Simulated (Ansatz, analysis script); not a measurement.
# MnS (Rambergite): E(q) by the generalised Bloch theorem

Does a spiral lie below the collinear start of MnS (Rambergite), and how stiff are the moments?

Program: Ansatz 0.2.0. Level of theory: PBEsol, PAW set soft_1 (files made for PBE). Results are calculated unless marked as measured.

The database entry behind the starting cell differs from later determinations by our own check (about 0.3 % short against later determinations), so it need not match the best structure at ambient conditions.

## Step 1: The starting structure

Symmetry: P6_3mc, No. 186, hexagonal system. Conventional cell: a = 3.976 Å, b = 3.976 Å, c = 6.432 Å, α = 90.00°, β = 90.00°, γ = 120.00°. Nearest to Mn lie 4 S at 2.41 to 2.48 Å. Nearest to S lie 4 Mn at 2.41 to 2.48 Å. Farther neighbours and most contacts between anions are not listed.

The cell of this run holds 4 atoms, 2 of them with a starting moment; values «a cell» refer to the cell of the run in question.

## Step 2: Collinear start 1: ferro ++

The order that a run ends on hangs on its start, so several orders are typed and the lowest is carried on.

The input, input.yaml:

```yaml
crystal:
  lattice:
    - [3.976, 0.0, 0.0]
    - [-1.988, 3.4433170054, 0.0]
    - [0.0, 0.0, 6.432]
  atoms:
    - { symbol: Mn, position: [0.3333333333, 0.6666666667, 0.0], spin: 4.5 }
    - { symbol: Mn, position: [0.6666666667, 0.3333333333, 0.5], spin: 4.5 }
    - { symbol: S, position: [0.3333333333, 0.6666666667, 0.385] }
    - { symbol: S, position: [0.6666666667, 0.3333333333, 0.885] }
magnetization:
  spin_polarized: true
kpoints:
  mp_grid: { grid: [8, 8, 4] }
hamiltonian:
  xc: pbesol
  pseudopotentials: { kind: paw, azcp: { folder: soft_1 }, xc_functional: pbe }
scf:
  occupations: { method: fermi_dirac, width: 0.05 }
  max_iter: 120
  convergence: { dr2_threshold: 1.0e-08 }
  lower_state_search: "off"
output:
  write_density: true
  write_potential: true
  elf: true
  volumetric_format: npy
```

The run is started by

```
$ ansatz run input.yaml --threads 1 --pin off --max-ram 2048MiB --backend cpu --events-out ev --progress --plain --runs-dir out
```

Numbers of over 12 decimals in the logs are rounded to 6 here.

Log:

```text
Engine: ansatz 0.2.0, x86_64-unknown-linux-gnu
Pseudopotentials: kind: paw
Pseudopotential: Mn, paw, valence charge 15, recommended cutoff 420 eV (normal), soft_1/Mn.paw.azcp
Pseudopotential: S, paw, valence charge 6, recommended cutoff 420 eV (normal), soft_1/S.paw.azcp
Functional definition: PBEsol
  exchange = pbesol_x
  correlation = pbesol_c
Crystal: 4 atoms, lattice volume = 88.058 Å³
Basis set: ecut = 420 eV, 1761 PW (Γ)
Bands: 31, of which v1, the nominal top of the filled ones, is band 21 counted from 1 (20 counted from 0)
Symmetry: 12 space group operations
Space group: P63mc (ITA 186), of the structure as read, at distance tolerance 4.4e-5 Å
Magnetic group: BNS 186.203 (UNI 1433), of the structure as read, at distance tolerance 4.4e-5 Å
k-points: 30 of 256 (time reversal used)
Non-local potential: Mn, projectors of the file, l = 0: 3, l = 1: 2, l = 2: 3, l = 3: 1
Non-local potential: S, projectors of the file, l = 0: 2, l = 1: 2, l = 2: 1
PAW form: soft (Blöchl's): semilocal exchange-correlation on the pseudo side does not see the compensation charge
PAW frozen core: Mn, regenerated for the run's functional, and the local potential with it (the file was generated under x = pbe(κ = 0.804, μ = 0.219515), c = pbe(β = 0.066725))
PAW frozen core: S, regenerated for the run's functional, and the local potential with it (the file was generated under x = pbe(κ = 0.804, μ = 0.219515), c = pbe(β = 0.066725))
PAW one-centre angular grid: Mn, 590 points (default); XC on 64 Gauss nodes
PAW one-centre angular grid: S, 110 points (default); XC on 64 Gauss nodes
Initial density: superposition of atomic densities (chi_scale 0.1, normalization cell, long waves kept (reshape's long-wave potential 0.00 eV rms))
Starting moments: Σ|m| = 9 μB on 2 of 4 sites
Initial wavefunctions: pseudopotential atomic-orbital guess
Functional: x = pbesol(κ = 0.804, μ = 0.123457), c = pbesol(β = 0.046)
SCF iter   1: F=—  HF=-9510.556583 eV  |F-HF|=—  |Δ(HF+E_count)|=         —  Δρ=7.06e-2 (↑4.90e-2 ↓7.06e-2)  dr2=1.28e1  dr2_m=1.28e-1  M=8.565 μB ∫|m|=8.565 μB  β_m=0.30  ethr=3.10e-3  ⟨swp⟩=7.3  Hψ=8594  notcnv=0
preconditioner: auto → Kerker (q_TF=auto, 2.412 Å⁻¹)  [metal: Δε(μ)=0.011 eV  Ē_g=8.008 eV  σ=0.050 eV  W_gap=0.06  n_scr=22 (ndim 8)  ℏωp=20.2 eV  f_vac=0.005  D(μ)=6.31/eV (n_scr^D=66)]
spin=Collinear: Kerker preconditioning applied to the charge; magnetization (m = ρ↑ − ρ↓) channel mixes plain (no charge-response kernel on spin).
SCF iter   2: F=—  HF=-9508.827684 eV  |F-HF|=—  |Δ(HF+E_count)|=    1.73e0  Δρ=1.89e-2 (↑1.89e-2 ↓1.26e-2)  dr2=7.42e-1  dr2_m=8.18e-2  M=9.721 μB ∫|m|=9.721 μB  β_m=0.30  ethr=3.10e-3  ⟨swp⟩=3.0  Hψ=4262  notcnv=0  defer=121
Mixer restart at iter 2: flushing history
spin-set hold released at iteration 2 (the charge has settled, or the pull on large starting moments outlasts its swing): the magnetisation degrees of freedom join the quasi-Newton model from the next iteration; the mixer history was flushed
SCF iter   3: F=—  HF=-9508.726743 eV  |F-HF|=—  |Δ(HF+E_count)|=   1.01e-1  Δρ=1.42e-2 (↑1.42e-2 ↓1.02e-2)  dr2=4.50e-1  dr2_m=5.01e-2  M=9.778 μB ∫|m|=9.778 μB  β_m=0.65  ethr=1.77e-3  ⟨swp⟩=1.5  Hψ=2448  notcnv=0  defer=125
SCF iter   4: F=—  HF=-9508.624902 eV  |F-HF|=—  |Δ(HF+E_count)|=   1.02e-1  Δρ=2.56e-3 (↑2.17e-3 ↓2.56e-3)  dr2=3.34e-2  dr2_m=2.82e-4  M=9.892 μB ∫|m|=9.892 μB  β_m=0.82  ethr=1.07e-3  ⟨swp⟩=2.1  Hψ=2857  notcnv=0  defer=128
SCF iter   5: F=—  HF=-9508.631962 eV  |F-HF|=—  |Δ(HF+E_count)|=   7.06e-3  Δρ=2.19e-3 (↑2.19e-3 ↓1.50e-3)  dr2=1.03e-2  dr2_m=1.78e-4  M=9.894 μB ∫|m|=9.894 μB  β_m=0.79  ethr=7.96e-5  ⟨swp⟩=2.9  Hψ=3369  notcnv=0  defer=131
SCF iter   6: F=—  HF=-9508.632650 eV  |F-HF|=—  |Δ(HF+E_count)|=   6.88e-4  Δρ=1.24e-3 (↑1.24e-3 ↓8.05e-4)  dr2=4.08e-3  dr2_m=7.41e-5  M=9.887 μB ∫|m|=9.887 μB  β_m=0.73  ethr=2.45e-5  ⟨swp⟩=2.0  Hψ=3345  notcnv=0  defer=131
SCF iter   7: F=—  HF=-9508.633099 eV  |F-HF|=—  |Δ(HF+E_count)|=   4.49e-4  Δρ=4.42e-4 (↑4.04e-4 ↓4.42e-4)  dr2=7.51e-4  dr2_m=3.34e-6  M=9.890 μB ∫|m|=9.890 μB  β_m=0.87  ethr=9.72e-6  ⟨swp⟩=2.4  Hψ=2513  notcnv=0  defer=131
SCF iter   8: F=—  HF=-9508.633527 eV  |F-HF|=—  |Δ(HF+E_count)|=   4.28e-4  Δρ=1.21e-4 (↑1.21e-4 ↓6.86e-5)  dr2=2.50e-5  dr2_m=3.16e-6  M=9.891 μB ∫|m|=9.891 μB  β_m=0.93  ethr=1.79e-6  ⟨swp⟩=2.0  Hψ=2390  notcnv=0  defer=131
SCF iter   9: F=—  HF=-9508.633564 eV  |F-HF|=—  |Δ(HF+E_count)|=   3.68e-5  Δρ=2.13e-5 (↑2.10e-5 ↓2.13e-5)  dr2=2.74e-6  dr2_m=2.72e-8  M=9.891 μB ∫|m|=9.891 μB  β_m=0.97  ethr=5.95e-8  ⟨swp⟩=2.0  Hψ=2379  notcnv=0  defer=131
SCF iter  10: F=—  HF=-9508.633573 eV  |F-HF|=—  |Δ(HF+E_count)|=   9.44e-6  Δρ=6.74e-6 (↑6.74e-6 ↓6.50e-6)  dr2=2.54e-7  dr2_m=8.91e-10  M=9.891 μB ∫|m|=9.891 μB  β_m=0.98  ethr=6.53e-9  ⟨swp⟩=2.0  Hψ=2567  notcnv=0  defer=131
SCF iter  11: F=-9508.633573 eV  HF=-9508.633573 eV  |F-HF|=1.17e-8  |Δ(HF+E_count)|=   1.03e-7  Δρ=1.50e-6 (↑1.40e-6 ↓1.50e-6)  dr2=9.84e-9  dr2_m=9.21e-11  M=9.891 μB ∫|m|=9.891 μB  ethr=2.38e-11  ⟨swp⟩=8.6  Hψ=7633  notcnv=0
SCF 1 converged in 11 iterations: F = -9508.633573 eV  dr2 = 9.84e-9
  greatest PAW one-centre occupation: 1.000 electrons in one spin orbital (limit 2), on the Mn atom at site 0 (counted from 0), in its partial waves of l = 1
SCF converged after 11 iterations
Magnetization: 9.8912 μB (25.9456 up, 16.0544 down)
Absolute magnetization: 9.8912 μB (∫|ρ↑−ρ↓|, with the PAW one-centre terms)
Spin contamination: 0.0291 ħ² per cell (⟨S²⟩ above its minimum at these occupations)
Per-site moments (μB) at R_I (Å): [(4.148512, 0.994857), (4.148512, 0.994857), (0.127565, 0.994857), (0.127565, 0.994857)]
Free energy (F): -9508.633573 eV
Harris-Foulkes:  -9508.633573 eV  (|F-HF|=1.17e-8)
Internal energy: -9508.624139 eV  (E = F + TS)
E sigma→0 (E₀):  -9508.628856 eV
Entropy (-TS):   -0.009434 eV (-2.358 meV/atom)
Fermi energy:    7.343736 eV
--- Per-component energies (eV) ---
  E_band       = -717.814561
  E_kinetic    = 835.561865
  E_local      = -6072.036401  (includes V_loc(G=0)·N_el)
  E_nonlocal   = 1003.522203
  E_hartree    = 2339.249101
  E_xc         = -386.736737
  E_vxc        = -435.382921  (∫ρ·V_xc dr)
  E_paw        = -3788.119380  (= ΣΔE_a)
  E_vpaw       = -727.978286  (= ΣTr[D̂ρ^β])
  E_aug_tail   = 0.000196  (compensation charges beyond the density's cutoff)
  E_ewald      = -3440.528187
  E_core_change = 0.463200  (= ΣΔE_core)
  E_smearing   = -0.009434  (= −TS)
  E_closure    = -0.000000  (closes the sum)
  Σ components = -9508.633573   (vs F -9508.633573, Δ=0.00e0)
--- Band table (eV; the first three rows and the last of 60) ---
  k-point 0 ↑: bands = [... 17 lower, 4.0210, 4.2791, 4.2791, 4.5237, 6.6537, 6.6537, 7.3453, 7.5898, ... 6 higher]
  k-point 1 ↑: bands = [... 17 lower, 4.0694, 4.2537, 4.2537, 4.8626, 6.6213, 6.7779, 6.7779, 7.4400, ... 6 higher]
  k-point 2 ↑: bands = [... 17 lower, 4.1727, 4.1727, 4.1727, 5.6779, 5.6779, 7.0962, 7.0962, 7.0962, ... 6 higher]
  k-point 29 ↓: bands = [... 17 lower, 7.6258, 8.2234, 8.2234, 8.4914, 8.4914, 8.6966, 8.6966, 9.1750, ... 6 higher]
```

Wall time 15 s (1 thread of Intel Xeon Platinum 8488C (Sapphire Rapids), shared host); peak memory 0.37 GiB.

Reading the cycles: dr2 is the Hartree energy of the density residual (eV), the measure of convergence; HF is the Harris–Foulkes estimate of the energy, which meets the free energy F at convergence.

It ends ferromagnetic, with 4.15 μB on the largest site.

## Step 3: Collinear start 2: antiferro +-

A self-consistent run from these starting moments shows which magnetic state they lead to.

input.yaml, the sections that differ from step 2:

```yaml
crystal:
  lattice:
    - [3.976, 0.0, 0.0]
    - [-1.988, 3.4433170054, 0.0]
    - [0.0, 0.0, 6.432]
  atoms:
    - { symbol: Mn, position: [0.3333333333, 0.6666666667, 0.0], spin: 4.5 }
    - { symbol: Mn, position: [0.6666666667, 0.3333333333, 0.5], spin: -4.5 }
    - { symbol: S, position: [0.3333333333, 0.6666666667, 0.385] }
    - { symbol: S, position: [0.6666666667, 0.3333333333, 0.885] }
# magnetization, kpoints, hamiltonian, scf: as in step 2
# output: removed
```

Log:

```text
[...]
Crystal: 4 atoms, lattice volume = 88.058 Å³
Basis set: ecut = 420 eV, 1761 PW (Γ)
Bands: 31, of which v1, the nominal top of the filled ones, is band 21 counted from 1 (20 counted from 0)
Symmetry: 6 space group operations
[...]
k-points: 35 of 256 (time reversal used)
[...]
Starting moments: Σ|m| = 9 μB on 2 of 4 sites
[...]
Absolute magnetization: 9.2341 μB (∫|ρ↑−ρ↓|, with the PAW one-centre terms)
[...]
Per-site moments (μB) at R_I (Å): [(4.028519, 0.994857), (-4.028519, 0.994857), (-0.054224, 0.994857), (0.054225, 0.994857)]
Free energy (F): -9508.980006 eV
[...]
Internal energy: -9508.979879 eV  (E = F + TS)
E sigma→0 (E₀):  -9508.979942 eV
Entropy (-TS):   -0.000127 eV (-0.032 meV/atom)
Fermi energy:    7.258173 eV
[...]
[key lines of the parts left out:]
SCF converged after 12 iterations
Magnetization: -0.0000 μB (21.0000 up, 21.0000 down)
```

The job ended after 15 s (1 thread; peak memory 0.43 GiB).

It ends antiferromagnetic, with 4.03 μB on the largest site.

## Step 4: The collinear states

```
 typed order  atoms        final state  energy (meV/atom)  largest moment (μB)
    ferro ++      4      ferromagnetic              86.61                 4.15
antiferro +-      4  antiferromagnetic               0.00                 4.03
```

The session goes on from the lowest state with moments found, typed antiferro +-.

Spin moment in the atom's sphere by atom:

```
atom  spin moment in the atom's sphere (μB)
 Mn1                                   4.03
 Mn2                                  -4.03
  S3                                  -0.05
  S4                                   0.05
```

Tables count atoms from 1; parts of the log count from 0.

Each spiral starts from these moments, tilted 90° from the rotation axis z (a flat spiral), with their directions locked in the turning frame; energies are taken at the locked directions, corrected for the field of the lock. Spin–orbit coupling is switched off, so the energy does not depend on how the axis lies in the crystal. The folder named start holds the saved collinear state, from which each run begins.

The runs on spinors take the mesh 12×12×4.

## Step 5: q = (0, 0, 0)

The reference is the same input at q = 0, so that basis and exchange-correlation form match those at other q. Every q is chosen so that q/2 is a mesh vector: every spiral then samples the k-points of q = 0, and much mesh noise cancels.

input.yaml, the sections that differ from step 3:

```yaml
crystal:
  lattice:
    - [3.976, 0.0, 0.0]
    - [-1.988, 3.4433170054, 0.0]
    - [0.0, 0.0, 6.432]
  atoms:
    - { symbol: Mn, position: [0.3333333333, 0.6666666667, 0.0], spin: 4.03, spin_axis: [1.0, 0.0, 0.0] }
    - { symbol: Mn, position: [0.6666666667, 0.3333333333, 0.5], spin: 4.03, spin_axis: [-1.0, 0.0, 0.0] }
    - { symbol: S, position: [0.3333333333, 0.6666666667, 0.385] }
    - { symbol: S, position: [0.6666666667, 0.3333333333, 0.885] }
kpoints:
  mp_grid: { grid: [12, 12, 4] }
basis:
  ecutwfc: 420.0
magnetization:
  noncollinear: true
  spin_spiral: { q: [0.0, 0.0, 0.0] }
  spin_locking: { lock_directions: true }
checkpoint:
  read: start
# hamiltonian, scf: as in step 3
```

Log:

```text
Warning: magnetization.spin_spiral: disabling space-group detection — beside a Hubbard shell, its report or a lock it is not worked out which of the operations that keep the spiral keep those too, and one that does not would average them into another order's, and files of the run's orbitals state none, so no spatial operation reduces the k-mesh or symmetrises the density; of a planar spiral with no Hubbard correction or report and no files of its own orbitals, on a mesh that holds points beside their negatives, k and −k, whose spinors are each other's conjugates with the components exchanged, are solved as one point, and the moment along z is held at nought; [rest of the remark cut]
Warning: checkpoint.read: spin treatment differs: saved collinear, current noncollinear; the saved charge density seeds this run and the saved magnetisation is carried along the axis that this deck's starting moments share; the saved density holds an absolute magnetisation of 9.2e0 μB; saved orbitals and DFT+U occupations are not carried; the saved PAW projector densities are carried along that axis
Warning: checkpoint.read: magnetization.spin_spiral differs: saved none, current q = [0, 0, 0]; the saved state is no spin spiral's: the SCF starts from none of its orbitals and from its density, each atom's moment turned about z as a whole to its place on this deck's spiral. A spiral's own state at q: [0, 0, 0] serves better
[...]
Crystal: 4 atoms, lattice volume = 88.058 Å³
Basis set: ecut = 420 eV, 1761 PW (Γ)
Bands: 52, of which v1, the nominal top of the filled ones, is band 42 counted from 1 (41 counted from 0)
Symmetry: 1 space group operations
k-points: 292 of 576
Spin spiral: q = (0, 0, 0) of the reciprocal vectors; moments are told in the frame that turns with it, a site's in that at the site
[...]
Starting moments: Σ|m| = 8.06 μB on 2 of 4 sites; this step starts from the density that it was given
[...]
iter 1 solved again at ethr=3.36e-7 eV; its pass at ethr=3.10e-3 eV (dr2=1.41e-4 eV) is discarded
SCF iter   1: F=-9508.980087 eV  HF=-9508.980087 eV  |F-HF|=2.74e-9  |Δ(HF+E_count)|=         —  Δρ=4.79e-6  dr2=1.67e-8  dr2_m=4.63e-9  ethr=3.36e-7  |M|=4.21e-7 ∫|m|=9.23e0 μB  |m|>n=0.0e0 m-floor=0.0e0 τ_xc=3.1e-7 mc-row=0.0e0  β_m=0.30  ⟨swp⟩=4.0  Hψ=103695  notcnv=0
eigensolver tolerance schedule: the retry pair's looser diagonalisation over-reported the residual by 8433.25 of it (diagonalisation noise at 10.78 of the residual, at the tolerance the schedule requests for it); recorded, not acted on — ethr = c·dr2/N_el stays at c = 1.0e-1
[...]
spin=Noncollinear: Resta preconditioning applied to the charge; magnetization (m_x, m_y, m_z) channels mix plain (no charge-response kernel on spin).
SCF iter   2: F=-9508.980087 eV  HF=-9508.980087 eV  |F-HF|=3.12e-9  |Δ(HF+E_count)|=   1.62e-7  Δρ=4.81e-6  dr2=4.74e-9  dr2_m=4.67e-9  ethr=2.38e-11  |M|=7.89e-8 ∫|m|=9.23e0 μB  |m|>n=0.0e0 m-floor=0.0e0 τ_xc=1.5e-8 mc-row=0.0e0  ⟨swp⟩=1.0  Hψ=52711  notcnv=0
SCF 1 converged in 2 iterations: F = -9508.980087 eV  dr2 = 4.74e-9
[...]
SCF converged after 2 iterations
Stability not checked: this state was not tested for a lower state beside it, because a magnetisation constraint still acts at the end of the SCF (magnetization_constraint; see scf.lower_state_search)
Magnetization: |M| = 0.0000 μB,  M = (+0.0000, +0.0000, +0.0000) μB
Absolute magnetization: 9.2342 μB (∫|m|, with the PAW one-centre terms)
  site 0: m = (+4.0286, +0.0000, +0.0000) μB, |m| = 4.0286 μB  (R = 0.99 Å)
  site 1: m = (-4.0286, -0.0000, +0.0000) μB, |m| = 4.0286 μB  (R = 0.99 Å)
  site 2: m = (-0.0542, +0.0000, +0.0000) μB, |m| = 0.0542 μB  (R = 0.99 Å)
  site 3: m = (+0.0542, -0.0000, +0.0000) μB, |m| = 0.0542 μB  (R = 0.99 Å)
--- Magnetisation constraints (ε_frz = 1.0e-4 eV) ---
  site  kind           target                            achieved (μB)             |Δ|max (μB)  g (eV/μB)                  λ_eff  esc  ok   flags
  0     per_site_axis  ê (+1.000, +0.000, +0.000) ≥0.00  (+4.029, +0.000, +0.000)  1.09e-7      (+0.0e0, +2.2e-7, +0.0e0)  1.000  0    yes
  1     per_site_axis  ê (-1.000, +0.000, +0.000) ≥0.00  (-4.029, -0.000, +0.000)  4.18e-8      (+0.0e0, -8.4e-8, +0.0e0)  1.000  0    yes
Free energy (F): -9508.980087 eV
[...]
Internal energy: -9508.979978 eV  (E = F + TS)
E sigma→0 (E₀):  -9508.980033 eV
Entropy (-TS):   -0.000109 eV (-0.027 meV/atom)
Fermi energy:    7.247909 eV
[...]
```

Run time: 2.3 min. Hardware: 1 thread; peak memory 1.8 GiB.

The largest moment is 4.03 μB, against 4.03 μB in the collinear run.

## Step 6: q = (0, 0, 0.5)

Only q changes. The cell stays that of the crystal, since the generalised Bloch theorem carries the rotation from cell to cell.

input.yaml: that of step 5 with these lines changed.

```diff
@@ -24,3 +24,3 @@
   noncollinear: true
-  spin_spiral: { q: [0.0, 0.0, 0.0] }
+  spin_spiral: { q: [0.0, 0.0, 0.5] }
   spin_locking: { lock_directions: true }
```

Log:

```text
[...]
Crystal: 4 atoms, lattice volume = 88.058 Å³
Basis set: ecut = 420 eV, 1761 PW (Γ)
Bands: 52, of which v1, the nominal top of the filled ones, is band 42 counted from 1 (41 counted from 0)
Symmetry: 1 space group operations
k-points: 292 of 576
[...]
SCF iter   1: F=-9508.828535 eV  HF=-9508.813587 eV  |F-HF|=1.49e-2  |Δ(HF+E_count)|=         —  Δρ=6.03e-3  dr2=1.83e-3  dr2_m=1.27e-2  ethr=3.32e-6  |M|=1.69e-5 ∫|m|=9.52e0 μB  |m|>n=0.0e0 m-floor=0.0e0 τ_xc=4.2e-2 mc-row=0.0e0  β_m=0.30  ⟨swp⟩=2.7  Hψ=100486  notcnv=0
[...]
spin=Noncollinear: Kerker preconditioning applied to the charge; magnetization (m_x, m_y, m_z) channels mix plain (no charge-response kernel on spin).
SCF iter   2: F=-9508.829681 eV  HF=-9508.821698 eV  |F-HF|=7.98e-3  |Δ(HF+E_count)|=   8.11e-3  Δρ=4.39e-3  dr2=9.39e-4  dr2_m=6.73e-3  ethr=3.32e-6  |M|=1.67e-6 ∫|m|=9.53e0 μB  |m|>n=0.0e0 m-floor=0.0e0 τ_xc=4.4e-2 mc-row=0.0e0  β_m=0.65  ⟨swp⟩=2.1  Hψ=22369  notcnv=0
[...]
SCF iter   9: F=-9508.830931 eV  HF=-9508.830931 eV  |F-HF|=1.43e-9  |Δ(HF+E_count)|=   1.52e-8  Δρ=2.49e-6  dr2=5.78e-9  dr2_m=1.80e-10  ethr=2.38e-11  |M|=2.86e-6 ∫|m|=9.54e0 μB  |m|>n=0.0e0 m-floor=0.0e0 τ_xc=5.1e-2 mc-row=0.0e0  ⟨swp⟩=3.0  Hψ=36179  notcnv=0
SCF 1 converged in 9 iterations: F = -9508.830931 eV  dr2 = 5.78e-9
[...]
SCF converged after 9 iterations
[...]
Magnetization: |M| = 0.0000 μB,  M = (+0.0000, +0.0000, +0.0000) μB
Absolute magnetization: 9.5447 μB (∫|m|, with the PAW one-centre terms)
  site 0: m = (+4.0830, +0.0000, +0.0000) μB, |m| = 4.0830 μB  (R = 0.99 Å)
  site 1: m = (-4.0830, -0.0000, +0.0000) μB, |m| = 4.0830 μB  (R = 0.99 Å)
  site 2: m = (-0.0710, -0.0499, +0.0000) μB, |m| = 0.0868 μB  (R = 0.99 Å)
  site 3: m = (+0.0710, +0.0499, +0.0000) μB, |m| = 0.0868 μB  (R = 0.99 Å)
--- Magnetisation constraints (ε_frz = 1.0e-4 eV) ---
[...]
0     per_site_axis  ê (+1.000, +0.000, +0.000) ≥0.00  (+4.083, +0.000, +0.000)  1.10e-6      (+0.0e0, +2.2e-6, +0.0e0)  1.000  0    yes
  1     per_site_axis  ê (-1.000, +0.000, +0.000) ≥0.00  (-4.083, -0.000, +0.000)  7.01e-7      (+0.0e0, -1.4e-6, +0.0e0)  1.000  0    yes
Free energy (F): -9508.830931 eV
[...]
Internal energy: -9508.829114 eV  (E = F + TS)
E sigma→0 (E₀):  -9508.830022 eV
Entropy (-TS):   -0.001817 eV (-0.454 meV/atom)
Fermi energy:    7.328035 eV
[...]
```

Run time: 4.2 min. Hardware: 1 thread; peak memory 1.8 GiB.

The energy of the cell lies 149 meV above that at q = 0, and the largest moment is 4.08 μB against 4.03 μB.

(Part 1 of 2 ends here.)

[Logs and program files are shortened in this print: banners, set-up blocks, solver, clock and traceback lines can be left out without a mark of their own.]

[Logs are printed without paths, hosts, clocks, repeated set-up lines and the standing remarks that a program may print on its own settings, such as how far it seeks lower states.]

[Hosts, paths, dates, database ids (printed as entryN), source tags and the programs' standing remarks are cut or masked in the printed files.]
